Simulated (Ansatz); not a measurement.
# Optical response of AlN, part 2 of 2

Wanted: where AlN starts to absorb, how strongly, and its refractive index. The cell comes from an older database entry, whose edges can differ from later determinations, mostly by under a per cent.

Ansatz 0.2.0; DFT, PBE, plane-wave PAW, default files, scalar-relativistic, independent-particle optical response without local fields.

So far. Step 2 (Ground state and bands): There is a gap, 4.21 eV on the path, so no carriers' term is needed. The cell is left with a pressure of 3.7 GPa and forces up to 0.13 eV/Å, as it stands unrelaxed at this level.

The database entry behind the starting cell differs from later determinations by our own check (inner coordinate u about 0.002 short), so it need not match the best structure at ambient conditions.

**3. Spectrum**

With the density converged, the vertical transitions are summed over the zone.

This step: DFT, PBE, plane-wave PAW, default files, scalar-relativistic, independent-particle optical response without local fields (Ansatz 0.2.0).

Input file input.yaml:

```yaml
crystal:
  lattice:
    - [3.113, 0.0, 0.0]
    - [-1.5565, 2.695937082, 0.0]
    - [0.0, 0.0, 4.981]
  atoms:
    - { symbol: Al, position: [0.6666666667, 0.3333333333, 0.5] }
    - { symbol: Al, position: [0.3333333333, 0.6666666667, 0.0] }
    - { symbol: "N", position: [0.6666666667, 0.3333333333, 0.88] }
    - { symbol: "N", position: [0.3333333333, 0.6666666667, 0.38] }
kpoints:
  mp_grid: { grid: [8, 8, 5] }
scf:
  occupations: { method: fixed }
hamiltonian:
  xc: pbe
  pseudopotentials: { kind: paw }
output:
  optics:
    e_range: [0, 20]
    de: 0.05
    sigma: 0.1
    nscf_kmesh: { grid: [9, 9, 5] }
    bands: { spectra_wanted_up_to: 20 }
```

Run with:

```bash
> ansatz run input.yaml --threads 4 --pin off --max-ram 8192MiB --backend cpu --events-out ev --progress --plain --runs-dir out
```

Numbers of over 12 decimals in the logs are rounded to 6 here.

The program printed:

```text
[...]
Crystal: 4 atoms, lattice volume = 41.803 Å³
Basis set: ecut = 420 eV, 809 PW (Γ)
Bands: 12, of which v1, the nominal top of the filled ones, is band 8 counted from 1 (7 counted from 0)
Symmetry: 12 space group operations
[...]
k-points: 30 of 320 (time reversal used)
[...]
SCF iter   1: F=—  HF=-1848.497351 eV  |F-HF|=—  |Δ(HF+E_count)|=         —  Δρ=8.31e-4  dr2=1.41e-4  ethr=1.77e-3  ⟨swp⟩=5.0  Hψ=1993  notcnv=0  defer=53
[...]
SCF iter   7: F=-1848.497750 eV  HF=-1848.497750 eV  |F-HF|=4.55e-13  |Δ(HF+E_count)|=  2.61e-11  Δρ=5.41e-8  dr2=7.17e-13  ethr=1.00e-12  ⟨swp⟩=3.4  Hψ=1330  notcnv=0
SCF 1 converged in 7 iterations: F = -1848.497750 eV  dr2 = 7.17e-13
[...]
NSCF: frozen V_eff on 36 k-points
[...]
output.optics: what the bands over the 30 summed would add to eps1, eps2 and the energy-loss function is held between a lower and an upper bound (9 Lanczos steps). eps1, eps2 and their loss function (loss_summed_bands) are given on every row as the summed bands alone make them. Along an axis, on a row where the two bounds hold the loss function to about 1 % of the greater of itself and 0.5 % of |1/eps|, its cell (loss_completed) is given, with the completed eps1 and eps2 that it is formed of (a cell that is left empty reads nan in the table and null in the record). The two bounds hold it so along every axis on all 401 rows up to 20.000 eV. [rest of the remark cut]
SCF converged after 7 iterations
Free energy (F): -1848.497750 eV
[...]
Internal energy: -1848.497750 eV  (E = F + TS)
E sigma→0 (E₀):  -1848.497750 eV
Fermi energy:    7.119498 eV
[...]
--- Band table (eV; the first three rows and the last of 30) ---
  k-point 0: bands = [... 4 lower, 6.2906, 6.9399, 6.9399, 7.1195, 11.3324, 13.7884, 17.7301, 18.2932]
  k-point 1: bands = [... 4 lower, 6.3493, 6.3493, 6.8744, 6.8744, 12.0017, 13.8769, 17.4953, 18.2558]
  k-point 2: bands = [... 4 lower, 6.5062, 6.5062, 6.7067, 6.7067, 13.1399, 13.8473, 17.2791, 17.9078]
  k-point 29: bands = [... 4 lower, 3.3945, 3.9905, 6.0589, 6.3090, 13.6156, 14.4321, 15.5065, 15.7888]
```

Elapsed: 11 s, on 4 threads of Intel Xeon Platinum 8375C at 2.90GHz (Ice Lake), shared host; peak memory 0.81 GiB.

This step gave:

| Item | Value |
| --- | --- |
| electronic dielectric constant ε∞, mean over x, y and z (by symmetry where fewer were run) | 4.651 |
| absorption onset, first axis (α over 10⁴ cm⁻¹, or the direct gap if that lies higher) | 4.380 eV |
| main peak of Im epsilon, first axis | 7.958 eV |
| least direct gap on the mesh | 4.213 eV |
| bands summed | 30 |
| spectra valid up to | 29.34 eV |
| program's estimate of the k-sum error in Im epsilon | 0.05 % |
| electrons in the f-sum | 12.31 |

The Im ε has structure finer than the step of the table below, so its rows give means over 0.5 eV, whole bins alone (the curve runs from 0 to 20 eV). Peaks (eV: height): E ∥ x or y 7.95: 10.0, 10.80: 7.47, 11.80: 6.01; E ∥ z 6.70: 10.2, 7.50: 10.1, 9.90: 7.65, 10.60: 6.34, 11.80: 7.90.

Table of Im ε by photon energy; means over each step:

```csv
photon energy (eV),E ∥ x or y,E ∥ z
3.5,0,0
4.0,4.1e-4,0.0239
4.5,0.326,0.537
5.0,0.800,0.895
5.5,1.04,1.14
6.0,2.07,3.27
6.5,4.50,8.67
7.0,6.73,9.27
7.5,8.52,9.07
8.0,9.20,5.14
8.5,6.40,3.62
9.0,5.77,4.03
9.5,4.04,6.34
10.0,4.55,6.41
10.5,5.29,5.43
11.0,5.89,4.17
11.5,4.85,4.99
12.0,5.52,6.37
12.5,5.41,4.84
13.0,4.69,4.25
13.5,3.52,2.98
14.0,2.95,2.48
14.5,2.43,2.30
15.0,1.74,1.97
15.5,1.38,1.49
16.0,1.19,1.19
16.5,1.03,0.992
17.0,0.945,0.931
17.5,0.612,0.650
18.0,0.460,0.438
18.5,0.440,0.397
19.0,0.411,0.432
19.5,0.370,0.423
```

Table of Re ε by photon energy:

```
photon energy (eV)  E ∥ x or y   E ∥ z
                 0        4.59    4.77
                 1        4.64    4.83
                 2        4.80    5.02
                 3        5.12    5.39
                 4        5.78    6.23
                 5        6.77    7.31
                 6        9.16    11.9
                 7        8.79    4.43
                 8        2.51  0.0667
                 9        1.05    3.43
                10        2.28  -0.130
                11      -0.837  -0.395
                12      -0.323   -1.68
                13       -1.91   -2.04
                14       -1.86   -1.53
                15       -1.89   -1.74
                16       -1.33   -1.32
                17       -1.02  -0.961
                18      -0.669  -0.663
                19      -0.365  -0.278
                20      -0.166  -0.130
```

Refractive index n and extinction k against photon energy:

| photon energy (eV) | n, E ∥ x or y | k, E ∥ x or y | n, E ∥ z | k, E ∥ z |
| --- | --- | --- | --- | --- |
| 0 | 2.14 | 0 | 2.18 | 0 |
| 1 | 2.15 | 0 | 2.20 | 0 |
| 2 | 2.19 | 0 | 2.24 | 0 |
| 3 | 2.26 | 0 | 2.32 | 0 |
| 4 | 2.40 | 0 | 2.50 | 3.4e-5 |
| 5 | 2.61 | 0.155 | 2.71 | 0.166 |
| 6 | 3.04 | 0.327 | 3.47 | 0.400 |
| 7 | 3.15 | 1.05 | 2.72 | 1.72 |
| 8 | 2.52 | 1.97 | 1.57 | 1.55 |
| 9 | 1.87 | 1.56 | 2.07 | 0.933 |
| 10 | 1.95 | 1.23 | 1.80 | 1.84 |
| 11 | 1.60 | 1.84 | 1.32 | 1.46 |
| 12 | 1.58 | 1.68 | 1.49 | 1.98 |
| 13 | 1.31 | 1.91 | 1.21 | 1.87 |
| 14 | 0.899 | 1.63 | 0.822 | 1.49 |
| 15 | 0.577 | 1.49 | 0.671 | 1.48 |
| 16 | 0.478 | 1.25 | 0.487 | 1.25 |
| 17 | 0.464 | 1.11 | 0.453 | 1.08 |
| 18 | 0.264 | 0.859 | 0.256 | 0.854 |
| 19 | 0.303 | 0.676 | 0.350 | 0.633 |
| 20 | 0.309 | 0.511 | 0.373 | 0.519 |

Values under 1 per cm are given as 1. Absorption coefficient against photon energy:

| photon energy (eV) | E ∥ x or y (1/cm) | E ∥ z (1/cm) |
| --- | --- | --- |
| 0.00 | 1 | 1 |
| 1.00 | 1 | 1 |
| 2.00 | 1 | 1 |
| 3.00 | 1 | 1 |
| 4.00 | 1 | 13.9 |
| 5.00 | 78377 | 83944 |
| 6.00 | 2.0e5 | 2.4e5 |
| 7.00 | 7.5e5 | 1.2e6 |
| 8.00 | 1.6e6 | 1.3e6 |
| 9.00 | 1.4e6 | 8.5e5 |
| 10.00 | 1.2e6 | 1.9e6 |
| 11.00 | 2.1e6 | 1.6e6 |
| 12.00 | 2.0e6 | 2.4e6 |
| 13.00 | 2.5e6 | 2.5e6 |
| 14.00 | 2.3e6 | 2.1e6 |
| 15.00 | 2.3e6 | 2.3e6 |
| 16.00 | 2.0e6 | 2.0e6 |
| 17.00 | 1.9e6 | 1.9e6 |
| 18.00 | 1.6e6 | 1.6e6 |
| 19.00 | 1.3e6 | 1.2e6 |
| 20.00 | 1.0e6 | 1.1e6 |

The reflectivity at normal incidence has structure finer than the step of the table below, so its rows give means over 0.5 eV, whole bins alone (the curve runs from 0 to 20 eV). Peaks (eV: height): E ∥ x or y 8.05: 38.1, 10.95: 37.4, 14.95: 51.1, 17.60: 58.2; E ∥ z 7.60: 39.9, 9.95: 36.2, 10.80: 34.6, 13.55: 48.6, 16.15: 49.7, 17.75: 58.2.

Reflectivity at normal incidence against photon energy; means over each step:

```
photon energy (eV)  E ∥ x or y (%)  E ∥ z (%)
               0.5            13.3       13.9
               1.0            13.4       14.0
               1.5            13.6       14.3
               2.0            13.9       14.6
               2.5            14.4       15.2
               3.0            15.0       15.9
               3.5            15.8       16.8
               4.0            17.1       18.4
               4.5            19.1       20.2
               5.0            20.0       21.4
               5.5            21.6       23.8
               6.0            25.5       30.4
               6.5            28.5       35.2
               7.0            31.0       35.0
               7.5            33.3       37.7
               8.0            36.6       30.6
               8.5            32.1       19.5
               9.0            30.1       20.2
               9.5            23.8       28.3
              10.0            22.8       33.4
              10.5            25.3       29.1
              11.0            34.1       28.8
              11.5            26.4       24.1
              12.0            32.7       38.7
              12.5            37.3       39.3
              13.0            40.5       42.0
              13.5            44.6       46.9
              14.0            43.4       41.2
              14.5            48.1       41.8
              15.0            50.9       45.6
              15.5            50.0       48.4
              16.0            48.9       48.8
              16.5            48.0       47.9
              17.0            47.9       46.3
              17.5            57.0       54.6
              18.0            54.6       55.4
              18.5            48.0       47.4
              19.0            43.6       37.2
              19.5            40.8       33.1
```

From ε follow the optical constants at some laser and lamp lines:

```csv
wavelength (nm),n xy,k xy,R (%) xy,1/α xy,n z,k z,R (%) z,1/α z
1064,2.16,0.000,13.4,over 1 mm,2.20,0.000,14.1,over 1 mm
633,2.19,0.000,13.9,over 1 mm,2.24,0.000,14.6,over 1 mm
450,2.24,0.000,14.7,over 1 mm,2.30,0.000,15.5,over 1 mm
405,2.27,0.000,15.1,over 1 mm,2.33,0.000,15.9,over 1 mm
365,2.31,0.000,15.6,over 1 mm,2.37,0.000,16.6,over 1 mm
308,2.41,0.000,17.1,over 1 mm,2.50,0.000,18.4,139 µm
193,3.10,0.651,28.0,24 nm,3.41,1.167,34.4,13 nm
```

Rows near the edge hang on the gap, which this functional as a rule makes too small, and phonon-assisted absorption is left out.

A film 1 µm thick would pass 75 % of daylight and look colourless, dimmed by reflection in transmission (x = 0.314, y = 0.330).

At 1064 nm the birefringence n(z) − n(x) is +0.044: the crystal is uniaxial positive at this level.

The first strong peak, at 7.96 eV, fits the third-highest filled and the lowest empty band, which run nearly parallel at that distance over 43 % of Γ–M; the match rests on energies alone.

The f-sum over the summed bands holds 12.3 of the cell's 16 electrons outside the frozen cores, 4 of which lie in bands more than 12 eV below the Fermi level, whose transitions come at higher energies. Up to 20 eV the strength has a mean oscillator energy of 9.9 eV, close to the main peak.

**4. Static response with local fields**

Perturbation theory gives the static response with local fields and the functional's kernel, and it needs no empty bands.

This step: DFT, PBE, plane-wave PAW, default files, scalar-relativistic, static field response by perturbation theory with local fields (Ansatz 0.2.0).

Edit input.yaml of step 3 so:

```diff
@@ -17,8 +17,2 @@
   pseudopotentials: { kind: paw }
-output:
-  optics:
-    e_range: [0, 20]
-    de: 0.05
-    sigma: 0.1
-    nscf_kmesh: { grid: [9, 9, 5] }
-    bands: { spectra_wanted_up_to: 20 }
+dielectric: {}
```

The program printed:

```text
[...]
Crystal: 4 atoms, lattice volume = 41.803 Å³
Basis set: ecut = 420 eV, 809 PW (Γ), exchange–correlation on 48×48×72 points (8 copies of the dense FFT grid, shifted against one another)
Bands: 12, of which v1, the nominal top of the filled ones, is band 8 counted from 1 (7 counted from 0)
Symmetry: 12 space group operations
k-points: 93 of 320 (irreducible under 2 space group operations, time reversal used)
[...]
SCF iter   1: F=—  HF=-1848.497149 eV  |F-HF|=—  |Δ(HF+E_count)|=         —  Δρ=8.30e-4  dr2=1.40e-4  ethr=1.77e-3  ⟨swp⟩=4.9  Hψ=6174  notcnv=0  defer=161
[...]
SCF iter   6: F=-1848.497550 eV  HF=-1848.497550 eV  |F-HF|=2.09e-11  |Δ(HF+E_count)|=   4.17e-9  Δρ=3.11e-7  dr2=2.21e-11  ethr=1.00e-12  ⟨swp⟩=2.3  Hψ=5145  notcnv=0
SCF 1 converged in 6 iterations: F = -1848.497550 eV  dr2 = 2.21e-11
[...]
DFPT response loops at Γ: preconditioner auto → none (the input reference at scf.mixing.eps_inf says where Resta's filter doesn't serve); β = 0.50; Broyden in place of MSR1
── the response to a field inside a basis, on 8×8×6 k-points: an SCF that follows is theirs, and a resumed run solves both again ──
Bands: 9, of which v1, the nominal top of the filled ones, is band 8 counted from 1 (7 counted from 0)
k-points: 60 of 384 (irreducible under 4 space group operations, time reversal used)
[...]
Eigensolver: Dense (60 Hₖ)
SCF iter   1: F=—  HF=-1848.499752 eV  |F-HF|=—  |Δ(HF+E_count)|=         —  Δρ=3.52e-4  dr2=7.88e-6  ethr=1.00e-1
[...]
SCF iter   4: F=-1848.499766 eV  HF=-1848.499766 eV  |F-HF|=4.28e-9  |Δ(HF+E_count)|=   2.94e-7  Δρ=5.28e-6  dr2=3.30e-9  ethr=3.61e-9
SCF 1 converged in 4 iterations: F = -1848.499766 eV  dr2 = 3.30e-9
[...]
SCF converged after 6 iterations
Free energy (F): -1848.497550 eV
[...]
Internal energy: -1848.497550 eV  (E = F + TS)
E sigma→0 (E₀):  -1848.497550 eV
Fermi energy:    7.119595 eV
[...]
--- Band table (eV; the first three rows and the last of 93) ---
  k-point 0: bands = [... 4 lower, 6.2906, 6.9400, 6.9400, 7.1196, 11.3323, 13.7884, 17.7301, 18.2932]
  k-point 1: bands = [... 4 lower, 6.3494, 6.3494, 6.8744, 6.8744, 12.0017, 13.8769, 17.4953, 18.2559]
  k-point 2: bands = [... 4 lower, 6.5062, 6.5062, 6.7067, 6.7067, 13.1399, 13.8474, 17.2791, 17.9078]
  k-point 92: bands = [... 4 lower, 3.9913, 4.4495, 5.7666, 6.3721, 13.6480, 13.9614, 15.9772, 16.3754]
--- Dielectric response (ions clamped): 3 representative field directions + reference, inside a basis on a mesh of 384 k-points (Σ response iterations 15) ---
  ε∞ (high-frequency dielectric tensor):
        4.446357    -0.000000     0.000000
       -0.000000     4.446357     0.000000
        0.000000     0.000000     4.644923
  Born effective charges Z* (e; rows j = field, columns β = displacement):
    site 0:
         2.52784   -0.00000    0.00000
        -0.00000    2.52784   -0.00000
         0.00000   -0.00000    2.68167
    site 1:
         2.52784   -0.00000    0.00000
        -0.00000    2.52784    0.00000
         0.00000    0.00000    2.68167
    site 2:
        -2.52784    0.00000   -0.00000
         0.00000   -2.52784    0.00000
        -0.00000   -0.00000   -2.68167
    site 3:
        -2.52784    0.00000   -0.00000
         0.00000   -2.52784   -0.00000
        -0.00000   -0.00000   -2.68167
  Z* charge neutrality: 1.325e-3 e pre-enforcement
  solved inside a basis spanned on kpoints, on 8×8×6 k-points, its susceptibility summed on 12×12×6: ε∞ is read to err by 1.5e-2, Z* by 1.2e-2 e (field_mesh: kpoints solves on kpoints); Z* is corrected for what the basis lacks
```

Wall time 7.8 s (4 threads); peak memory 0.73 GiB; 28 s of CPU time.

Read-outs, printed or worked out from the files:

```
electronic dielectric constant ε∞, mean over x, y and z (by symmetry where fewer were run) : 4.513
```

ε∞ with local fields:

```
4.45 0.00 0.00
0.00 4.45 0.00
0.00 0.00 4.64
```

Diagonal elements. Born, by row:

```
atom  Z*xx (e)  Z*yy (e)  Z*zz (e)
 Al1     2.528     2.528     2.682
 Al2     2.528     2.528     2.682
  N3    -2.528    -2.528    -2.682
  N4    -2.528    -2.528    -2.682
```

Mean Born charges are Al +2.58 and N -2.58, against formal valences of +3 and -3. They lie near the ionic values.

**5. Results**

```
gap on the path                                                                                                                : 4.21 eV
least direct gap on the path                                                                                                   : 4.21 eV
electronic dielectric constant ε∞, mean over x, y and z (by symmetry where fewer were run) (independent particles)             : 4.65
absorption onset, first axis (α over 10⁴ cm⁻¹, or the direct gap if that lies higher)                                          : 4.38 eV
main peak of Im epsilon, first axis                                                                                            : 7.96 eV
electronic dielectric constant ε∞, mean over x, y and z (by symmetry where fewer were run) (static response with local fields) : 4.51
```

**Reading.** At this level (PBE, independent particles) AlN has a mean ε∞ = 4.65 (4.51 with local fields) and n = 2.15 at 1550 nm (E ∥ x); absorption sets in near 4.4 eV, and Im ε peaks at 8.0 eV (E ∥ x). The gap on the path is direct, 4.21 eV. The absorption coefficient passes 10⁴ cm⁻¹ at 4.38 eV, in the ultraviolet, so the visible is passed. Distinct maxima of Im ε, read by a parabola through the highest points, lie at 7.96 eV (10), 10.82 eV (7.5), 11.78 eV (6.0) and 12.44 eV (5.8) for E ∥ x or y. The static values by axis are 4.59 (xy), 4.77 (z). The first strong peak, at 7.96 eV, fits the third-highest filled and the lowest empty band, which run nearly parallel at that distance over 43 % of Γ–M; the match rests on energies alone. A film 1 µm thick would pass 75 % of daylight and look colourless, dimmed by reflection in transmission (x = 0.314, y = 0.330). At 1064 nm the birefringence n(z) − n(x) is +0.044: the crystal is uniaxial positive at this level. In the base spectrum excitons and phonon-assisted transitions are missing, and so are local fields; PBE gaps are as a rule too small, which pulls the onset down and ε∞ up. In the base run ε includes the program's bounded estimate of what the bands above those summed add.

[Logs are printed without paths, hosts, clocks, repeated set-up lines and the standing remarks that a program may print on its own settings, such as how far it seeks lower states.]

[Hosts, paths, dates, database ids (printed as entryN), source tags and the programs' standing remarks are cut or masked in the printed files.]
